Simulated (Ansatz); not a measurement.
# Is GeWAu in the AlB2 type a stable metal?

Question: is the lattice of GeWAu in the AlB2 type stable, and if so, what are its coupling constant and resistivity?

Method: DFT PBEsol, scalar-relativistic, plane waves, PAW; PAW set soft_1, in Ansatz 0.2.0.

Report form: the programs' logs are mostly left out.

The structure was built from a prototype and need not be the compound's stable phase.

**1. Set-up**

The structure is hexagonal, space group P-6m2 (No. 187). The conventional cell has a = 3.934 Å, b = 3.934 Å, c = 4.131 Å, α = 90.00°, β = 90.00°, γ = 120.00°. Nearest to W lie 6 Au at 3.07 Å and 6 Ge at 3.07 Å. Ge has 3 Au at 2.27 Å and 6 W at 3.07 Å nearest. Au has 3 Ge at 2.27 Å and 6 W at 3.07 Å nearest. Farther neighbours are not listed.

Structure file:

```cif
data_structure
_symmetry_space_group_name_H-M 'P 1'
_symmetry_Int_Tables_number 1
_cell_length_a 3.9338
_cell_length_b 3.9338
_cell_length_c 4.1305
_cell_angle_alpha 90.000
_cell_angle_beta 90.000
_cell_angle_gamma 120.000
_cell_volume 55.36
loop_
_atom_site_label
_atom_site_type_symbol
_atom_site_fract_x
_atom_site_fract_y
_atom_site_fract_z
_atom_site_occupancy
W1 W 0.00000 0.00000 0.00000 1
Ge2 Ge 0.33333 0.66667 0.50000 1
Au3 Au 0.66667 0.33333 0.50000 1
```

**2. Relaxing cell and atoms**

Lattice constant and positions set the bands and the force constants, so the cell is relaxed first.

File input.yaml:

```yaml
crystal:
  lattice:
    - [3.93384, 0.0, 0.0]
    - [-1.96692, 3.4068, 0.0]
    - [0.0, 0.0, 4.13053]
  atoms:
    - { symbol: W, position: [0.0, 0.0, 0.0] }
    - { symbol: Ge, position: [0.33333333, 0.66666667, 0.5] }
    - { symbol: Au, position: [0.66666667, 0.33333333, 0.5] }
kpoints:
  mp_grid: { grid: [9, 9, 8] }
hamiltonian:
  xc: pbesol
  pseudopotentials: { kind: paw, azcp: { folder: soft_1 }, xc_functional: pbe }
scf:
  occupations: { method: gaussian, width: 0.1 }
output:
  forces: true
  stress: true
  eigenvalues: true
relax:
  adjacent_minimum: "off"
  f_tol: 0.005
  max_steps: 80
  cell: { stress_tol: 0.05 }
```

Command:

```sh
ansatz run input.yaml --threads 4 --pin off --max-ram 12288MiB --backend cpu --events-out ev --progress --plain --runs-dir out
```

Run time: 42 s. Hardware: 4 threads of Arm Neoverse V2, shared host; peak memory 0.46 GiB.

Step by step:

| step | energy less that of the first step (eV) | largest force component (eV/Å) | pressure (GPa) | volume (Å³) |
| --- | --- | --- | --- | --- |
| 1 | 0.0000 | 0.0000 | -2.75 | 55.36 |
| 2 | -0.4649 | 0.0000 | -2.66 | 53.88 |
| 3 | -0.8861 | 0.0000 | -2.16 | 52.37 |
| 4 | -1.2802 | 0.0000 | -0.77 | 50.67 |
| 5 | -1.6330 | 0.0000 | -1.13 | 49.53 |
| 6 | -1.8632 | 0.0000 | 3.56 | 47.59 |
| 7 | -2.2614 | 0.0000 | -3.15 | 48.34 |
| 8 | -2.3956 | 0.0000 | 6.70 | 46.14 |
| 9 | -2.3104 | 0.0000 | -9.37 | 50.28 |
| 10 | -2.4225 | 0.0000 | 0.09 | 47.54 |
| 11 | -2.3789 | 0.0000 | -0.74 | 47.66 |
| 12 | -2.4231 | 0.0000 | 0.02 | 47.53 |
| 13 | -2.4231 | 0.0000 | 0.00 | 47.53 |
| 14* | -2.4337 | 0.0000 | 0.32 | 47.53 |
| 15 | -2.4339 | 0.0000 | 0.00 | 47.62 |
| 16* | -2.4339 | 0.0000 | 0.00 | 47.62 |

Relaxation steps marked * repeat the geometry before them on a plane-wave basis chosen anew for their cell, so energy and pressure can jump there. Relaxation steps 9, 11 were tried and not accepted.

Forces are held to the 12 operations that the run works with; a distortion that breaks them can't arise in this run.

| cell as run | before | after | change |
| --- | --- | --- | --- |
| a (Å) | 3.934 | 4.484 | +14.0 % |
| b (Å) | 3.934 | 4.484 | +14.0 % |
| c (Å) | 4.131 | 2.735 | -33.8 % |
| volume (Å³/atom) | 18.45 | 15.87 | -14.0 % |

The relaxed structure:

```xyz
3
Lattice="4.4839 0.0000 0.0000 -2.2419 3.8832 0.0000 0.0000 0.0000 2.7350" Properties=species:S:1:pos:R:3 pbc="T T T"
W     0.0000    0.0000    0.0000
Ge    0.0000    2.5888    1.3675
Au    2.2419    1.2944    1.3675
```

Numbers from this step:

```
pressure          : 0.002999 GPa
volume per atom   : 15.87 Å³/atom
metallic on mesh  : yes
gap on the k-mesh : 0 eV
```

The largest force is now zero by symmetry and the largest stress component 0.025 GPa.

**3. Relaxing cell and atoms**

The relaxation is repeated from the new cell as a check.

input.yaml, the sections that differ from step 2:

```yaml
crystal:
  lattice:
    - [4.4838790812, 0.0, 0.0]
    - [-2.2419395406, 3.8831531918, 0.0]
    - [0.0, 0.0, 2.734996066]
  atoms:
    - { symbol: W, position: [0.0, 0.0, 0.0] }
    - { symbol: Ge, position: [0.3333333333, 0.6666666667, 0.5] }
    - { symbol: Au, position: [0.6666666667, 0.3333333333, 0.5] }
kpoints:
  mp_grid: { grid: [9, 9, 10] }
# hamiltonian, scf, output, relax: as in step 2
```

Elapsed: 8.3 s, on 4 threads; peak memory 0.47 GiB.

Little changed from the start: no atom moved by 0.005 Å and no cell edge by 0.1 %.

This step gave:

- pressure: 0.008707 GPa
- volume per atom: 15.88 Å³/atom

The largest force is now zero by symmetry and the largest stress component 0.014 GPa.

**4. Relaxing tightly for phonons**

No force is left; the cell is relaxed once more with another smearing and tight thresholds.

input.yaml, the sections that differ from step 3:

```yaml
crystal:
  lattice:
    - [4.4854192309, 0.0, 0.0]
    - [-2.2427096155, 3.8844870006, 0.0]
    - [0.0, 0.0, 2.7335767402]
  atoms:
    - { symbol: W, position: [0.0, 0.0, 0.0] }
    - { symbol: Ge, position: [0.3333333333, 0.6666666667, 0.5] }
    - { symbol: Au, position: [0.6666666667, 0.3333333333, 0.5] }
kpoints:
  mp_grid: { grid: [9, 9, 9] }
scf:
  occupations: { method: methfessel_paxton, width: 0.2 }
relax:
  adjacent_minimum: "off"
  f_tol: 0.001
  max_steps: 60
  cell: { stress_tol: 0.01 }
# hamiltonian, output: as in step 3
```

Elapsed: 10 s, on 4 threads; peak memory 0.45 GiB.

Relaxation path:

```
step  energy less that of the first step (eV)  largest force component (eV/Å)  pressure (GPa)  volume (Å³)
   1                                   0.0000                          0.0000           -0.05        47.63
   2                                  -0.0002                          0.0000            0.23        47.59
   3                                   0.0000                          0.0000           -0.39        47.74
   4                                  -0.0002                          0.0000            0.00        47.64
   5                                  -0.0002                          0.0000            0.00        47.64
```

The log counts 1 steps on a newly chosen plane-wave basis, not all of them marked here; energy and pressure can jump at such steps. Relaxation step 3 was tried and not accepted.

| conventional cell, symmetrised | before | after | change |
| --- | --- | --- | --- |
| a (Å) | 4.485 | 4.491 | +0.1 % |
| b (Å) | 4.485 | 4.491 | +0.1 % |
| c (Å) | 2.734 | 2.728 | -0.2 % |
| volume (Å³/atom) | 15.88 | 15.88 | +0.0 % |

Final coordinates:

```xyz
3
Lattice="4.4906 0.0000 0.0000 -2.2453 3.8890 0.0000 0.0000 0.0000 2.7278" Properties=species:S:1:pos:R:3 pbc="T T T"
W     0.0000    0.0000    0.0000
Ge    0.0000    2.5927    1.3639
Au    2.2453    1.2963    1.3639
```

This step gave:

* pressure: -0.001165 GPa

The largest force is now zero by symmetry and the largest stress component 0.0012 GPa, small enough for phonons.

**5. Phonons by linear response: q 2×2×2, k 4×4×6**

Couplings are defined for a stable lattice alone, so phonons come first.

File input.yaml:

```yaml
crystal:
  lattice:
    - [4.4906023127, 0.0, 0.0]
    - [-2.2453011564, 3.8889756811, 0.0]
    - [0.0, 0.0, 2.7278332176]
  atoms:
    - { symbol: W, position: [0.0, 0.0, 0.0] }
    - { symbol: Ge, position: [0.3333333333, 0.6666666667, 0.5] }
    - { symbol: Au, position: [0.6666666667, 0.3333333333, 0.5] }
kpoints:
  mp_grid: { grid: [4, 4, 6] }
hamiltonian:
  xc: pbesol
  pseudopotentials: { kind: paw, azcp: { folder: soft_1 }, xc_functional: pbe }
scf:
  occupations: { method: methfessel_paxton, width: 0.2 }
output:
  eigenvalues: true
phonons:
  method: dfpt
  qmesh: [2, 2, 2]
  temperatures: { t_max: 1000, t_step: 50 }
  qpath:
    path:
      - [[0.0, 0.0, 0.0], [0.5, 0.0, 0.0], [0.33333333, 0.33333333, 0.0], [0.0, 0.0, 0.0], [0.0, 0.0, 0.5], [0.5, 0.0, 0.5], [0.33333333, 0.33333333, 0.5], [0.0, 0.0, 0.5]]
      - [[0.5, 0.0, 0.5], [0.5, 0.0, 0.0]]
      - [[0.33333333, 0.33333333, 0.5], [0.33333333, 0.33333333, 0.0]]
    npoints: 10
```

It took 29 s on 4 threads; peak memory 0.55 GiB.

This step gave:

| Item | Value |
| --- | --- |
| share of imaginary modes in the plain interpolation between solved wavevectors | 0.1078 |
| highest frequency, solved or plainly interpolated | 198.8 cm⁻¹ |

Solved on the 2×2×2 mesh alone; all other wavevectors are interpolated. Phonon branches along the path, in cm⁻¹:

| point | branch 1 | branch 2 | branch 3 | branch 4 | branch 5 | branch 6 | branch 7 | branch 8 | branch 9 |
| --- | --- | --- | --- | --- | --- | --- | --- | --- | --- |
| Γ | 0 | 0 | 0 | 41 | 91 | 107 | 107 | 177 | 177 |
| halfway | -24 | 32 | 40 | 61 | 88 | 101 | 104 | 178 | 186 |
| M | -39 | 31 | 58 | 62 | 80 | 100 | 122 | 176 | 193 |
| halfway | -32 | 35 | 55 | 60 | 77 | 93 | 133 | 175 | 193 |
| K | -23 | 38 | 46 | 68 | 69 | 89 | 142 | 173 | 193 |
| halfway | -22 | 37 | 41 | 60 | 86 | 97 | 111 | 178 | 187 |
| Γ | 0 | 0 | 0 | 41 | 91 | 107 | 107 | 177 | 177 |
| halfway | 50 | 50 | 55 | 104 | 104 | 119 | 139 | 172 | 172 |
| A | 51 | 76 | 76 | 96 | 96 | 160 | 168 | 168 | 187 |
| halfway | -48 | 64 | 67 | 92 | 111 | 164 | 174 | 176 | 180 |
| L | -57 | -25 | 58 | 88 | 118 | 168 | 172 | 184 | 184 |
| halfway | -62 | 15 | 74 | 78 | 113 | 168 | 172 | 173 | 195 |
| H | -64 | 40 | 62 | 93 | 102 | 168 | 170 | 172 | 199 |
| halfway | -54 | 59 | 70 | 88 | 112 | 166 | 172 | 178 | 183 |
| A | 51 | 76 | 76 | 96 | 96 | 160 | 168 | 168 | 187 |
| jump to L | -57 | -25 | 58 | 88 | 118 | 168 | 172 | 184 | 184 |
| halfway | -37 | 24 | 62 | 96 | 111 | 128 | 132 | 180 | 188 |
| M | -39 | 31 | 58 | 62 | 80 | 100 | 122 | 176 | 193 |
| jump to H | -64 | 40 | 62 | 93 | 102 | 168 | 170 | 172 | 199 |
| halfway | -43 | -25 | 77 | 92 | 109 | 130 | 136 | 171 | 196 |
| K | -23 | 38 | 46 | 68 | 69 | 89 | 142 | 173 | 193 |

Lowest modes at the softest wavevector of the mesh. Modes at q = (0.500, 0.000, 0.500), with each element's share of the kinetic energy (negative means imaginary):

```
mode  frequency (cm⁻¹)  W %  Ge %  Au %
   1             -57.4   48     0    52
   2             -25.0   93     6     0
   3              58.5    0    23    77
   4              88.0  100     0     0
   5             117.9   42    20    37
   6             167.5    6    81    13
```

Displacements in mode 1 (-57.4 cm⁻¹), the largest set to 1, in the home cell:
```
W1   0.00  0.00  1.00
Ge2 -0.03 -0.02  0.00
Au3  0.88  0.51  0.00
```

Displacements in mode 3 (58.5 cm⁻¹), the largest set to 1, in the home cell:
```
W1   0.00  0.00  0.00
Ge2  0.52 -0.90  0.00
Au3  0.58 -1.00  0.00
```

Among the solved wavevectors the lowest mode, translations apart, is -57.4 cm⁻¹, imaginary.

**6. Phonons by linear response: q 3×3×3, k 6×6×9**

An imaginary mode on so few k-points may come from the sampling, so the phonons are repeated with another q and k mesh.

input.yaml: that of step 5 with these lines changed.

```diff
@@ -10,3 +10,3 @@
 kpoints:
-  mp_grid: { grid: [4, 4, 6] }
+  mp_grid: { grid: [6, 6, 9] }
 hamiltonian:
@@ -20,3 +20,3 @@
   method: dfpt
-  qmesh: [2, 2, 2]
+  qmesh: [3, 3, 3]
   temperatures: { t_max: 1000, t_step: 50 }
```

Wall time 2.6 min (4 threads); peak memory 0.96 GiB; 10 min of CPU time.

Numbers from this step:

```
share of imaginary modes in the plain interpolation between solved wavevectors : 0.0534
highest frequency, solved or plainly interpolated                              : 198.7 cm⁻¹
```

Solved on the 3×3×3 mesh alone; all other wavevectors are interpolated. The phonon branches at the labelled points (cm⁻¹):

```
    point  branch 1  branch 2  branch 3  branch 4  branch 5  branch 6  branch 7  branch 8  branch 9
        Γ         0         0         0        48        90       108       108       187       187
  halfway       -41        36        39        48        86       104       106       183       190
        M       -51       -25        34        59        80       102       120       178       194
  halfway       -70        32        39        60        77        94       133       176       193
        K       -78        31        42        65        70        93       141       174       193
  halfway       -55        40        47        53        84        92       116       182       191
        Γ         0         0         0        48        90       108       108       187       187
  halfway        59        59        97        97       107       122       138       178       178
        A        80        80        88        88       149       153       169       169       188
  halfway        65        67        69        94       153       158       176       177       181
        L        47        53        64       103       148       168       173       181       187
  halfway        37        64        76       100       144       169       173       174       195
        H        30        75        85        97       138       171       172       172       199
  halfway        55        68        72        95       152       160       173       180       184
        A        80        80        88        88       149       153       169       169       188
jump to L        47        53        64       103       148       168       173       181       187
  halfway       -28        45        86        97       122       123       138       181       187
        M       -51       -25        34        59        80       102       120       178       194
jump to H        30        75        85        97       138       171       172       172       199
  halfway       -32        29        81       112       121       131       131       175       194
        K       -78        31        42        65        70        93       141       174       193
```

Lowest modes at the softest wavevector of the mesh. Modes at q = (0.333, 0.333, 0.000), with each element's share of the kinetic energy (negative means imaginary):

```
mode  frequency (cm⁻¹)  W %  Ge %  Au %
   1             -78.1   64     0    36
   2              31.1    0    31    69
   3              42.5    0   100     0
   4              65.2  100     0     0
   5              69.7    0     0   100
   6              93.3   97     3     0
```

Displacements in mode 1 (-78.1 cm⁻¹), the largest set to 1, in the home cell (x, y, z of the real part, then of the imaginary part):
```
W1   1.00  0.00  0.00  0.00  1.00  0.00
Ge2  0.00  0.00  0.00  0.00  0.00  0.00
Au3  0.37  0.63  0.00  0.63 -0.37  0.00
```

Displacements in mode 5 (69.7 cm⁻¹), the largest set to 1, in the home cell:
```
W1   0.00  0.00  0.00
Ge2  0.00  0.00  0.00
Au3  0.00  0.00 -1.00
```

The modes has structure finer than the step of the table below, so its rows give means over 10 cm⁻¹, whole bins alone (the curve runs from -88.1 to 215 cm⁻¹). Peaks (cm⁻¹: height): Au 33.7: 0.0263, 60.4: 0.0191, 75.6: 0.0207, 100.4: 0.0217, 132.7: 0.0193, 178.4: 0.0242, 191.8: 0.0216; Ge 178.4: 0.107; W 60.4: 0.0201, 96.6: 0.0592, 146.1: 0.0171.

Phonopy on the run's constants, 15x15x21 mesh, Gaussian sigma 2.2 cm⁻¹. The modes by wavenumber; means over each step; values in 1/cm⁻¹/cell:

```
wavenumber (cm⁻¹)       Au       Ge        W
              -80   3.0e-4   4.4e-6   5.1e-4
              -70  0.00190   1.1e-4  0.00298
              -60  0.00311   3.3e-4  0.00432
              -50  0.00448   6.6e-4  0.00549
              -40  0.00398   7.0e-4  0.00452
              -30  0.00309   6.1e-4  0.00335
              -20  0.00181   3.8e-4  0.00192
              -10  0.00121   2.4e-4  0.00124
                0   8.2e-4   1.7e-4   7.9e-4
               10  0.00230   4.9e-4  0.00225
               20  0.00394   9.4e-4  0.00373
               30   0.0190  0.00567   0.0103
               40   0.0211  0.00910   0.0119
               50   0.0165  0.00910   0.0107
               60   0.0180  0.00868   0.0178
               70   0.0161  0.00611   0.0142
               80   0.0191  0.00962   0.0299
               90   0.0158  0.00860   0.0462
              100   0.0192   0.0134   0.0486
              110   0.0125  0.00679   0.0139
              120   0.0132  0.00798   0.0111
              130   0.0154  0.00853   0.0147
              140   0.0102   0.0102   0.0152
              150   0.0111   0.0136   0.0127
              160   0.0112   0.0129  0.00124
              170   0.0137   0.0326  0.00116
              180   0.0210   0.0811  0.00362
              190   0.0180   0.0465  0.00477
              200  0.00207  0.00504  0.00101
```

No LO-TO term; unit eigenvectors of the mass-weighted matrix. The modes at Γ (shares of kinetic energy by element, %):

| mode | frequency (cm⁻¹) | symmetry | W % | Ge % | Au % |
| --- | --- | --- | --- | --- | --- |
| 1 | 0.0 | unnamed | 41 | 16 | 43 |
| 2 | 0.0 | unnamed | 41 | 16 | 43 |
| 3 | 0.0 | unnamed | 41 | 16 | 43 |
| 4 | 47.5 | A2'' | 5 | 84 | 11 |
| 5 | 90.0 | A2'' | 54 | 0 | 46 |
| 6 | 107.9 | E' | 59 | 9 | 32 |
| 7 | 107.9 | E' | 59 | 9 | 32 |
| 8 | 186.7 | E' | 0 | 75 | 25 |
| 9 | 186.7 | E' | 0 | 75 | 25 |

Displacements in mode 4 (47.5 cm⁻¹), the largest set to 1:
```
W1   0.00  0.00 -0.16
Ge2  0.00  0.00  1.00
Au3  0.00  0.00 -0.22
```

Displacements in mode 6 (107.9 cm⁻¹), the largest set to 1:
```
W1   1.00  0.00  0.00
Ge2 -0.61  0.00  0.00
Au3 -0.71  0.00  0.00
```

Among the solved wavevectors the lowest mode, translations apart, is -78.1 cm⁻¹, imaginary.

**7. Coupling and resistivity: q 3×3×3, k 6×6×9, scattering 8×8×12**

Phonons, couplings and the Boltzmann equation in one run.

input.yaml: that of step 6 with these lines changed.

```diff
@@ -28 +28,4 @@
     npoints: 10
+  electrical_resistivity:
+    mesh: [8, 8, 12]
+    temperatures: [20.0, 50.0, 77.0, 100.0, 150.0, 200.0, 300.0, 400.0, 600.0, 800.0]
```

Run time: 3.7 min. Hardware: 4 threads; peak memory 0.95 GiB.

The run ended with an error.

The program's message: “electrical resistivity: the mode of lowest frequency at the wavevector [0.2500, 0.3750, 0.0000] is imaginary, -76.18 cm⁻¹ (written negative): the force constants describe an unstable lattice; relax th …”

The run stops because a mode is imaginary on the scattering mesh, where no scattering rate is defined; denser k meshes, other smearings and, between solved wavevectors, finer q meshes show whether the instability is real.

**8. What came out**

```
phonon run of the rows without a label of their own : PBEsol, q 3×3×3, k 6×6×9
softest mode on the q mesh                          : -78.1 cm⁻¹ at q = (0.333, 0.333, 0)
highest frequency, solved or plainly interpolated   : 199 cm⁻¹
```

What this shows: The lattice is dynamically unstable at this level: a mode at q = (0.333, 0.333, 0) is imaginary, 78.1i cm⁻¹, so no harmonic coupling constant or resistivity is defined for this structure. These meshes are coarse, and single modes of a metal can move by tens of cm⁻¹ with the k mesh. The coarser mesh found an imaginary mode at another wavevector, which this mesh lacks. Spin–orbit coupling, left out here, matters for Au and W. The phonon runs are not spin-polarised. The PAW files were made for PBE; under other functionals the run regenerates their frozen core. The structure was built by hand as an ordered model, and its stability against other phases was not tested.

[Logs are printed without paths, hosts, clocks, repeated set-up lines and the standing remarks that a program may print on its own settings, such as how far it seeks lower states.]

[Hosts, paths, dates, database ids (printed as entryN), source tags and the programs' standing remarks are cut or masked in the printed files.]
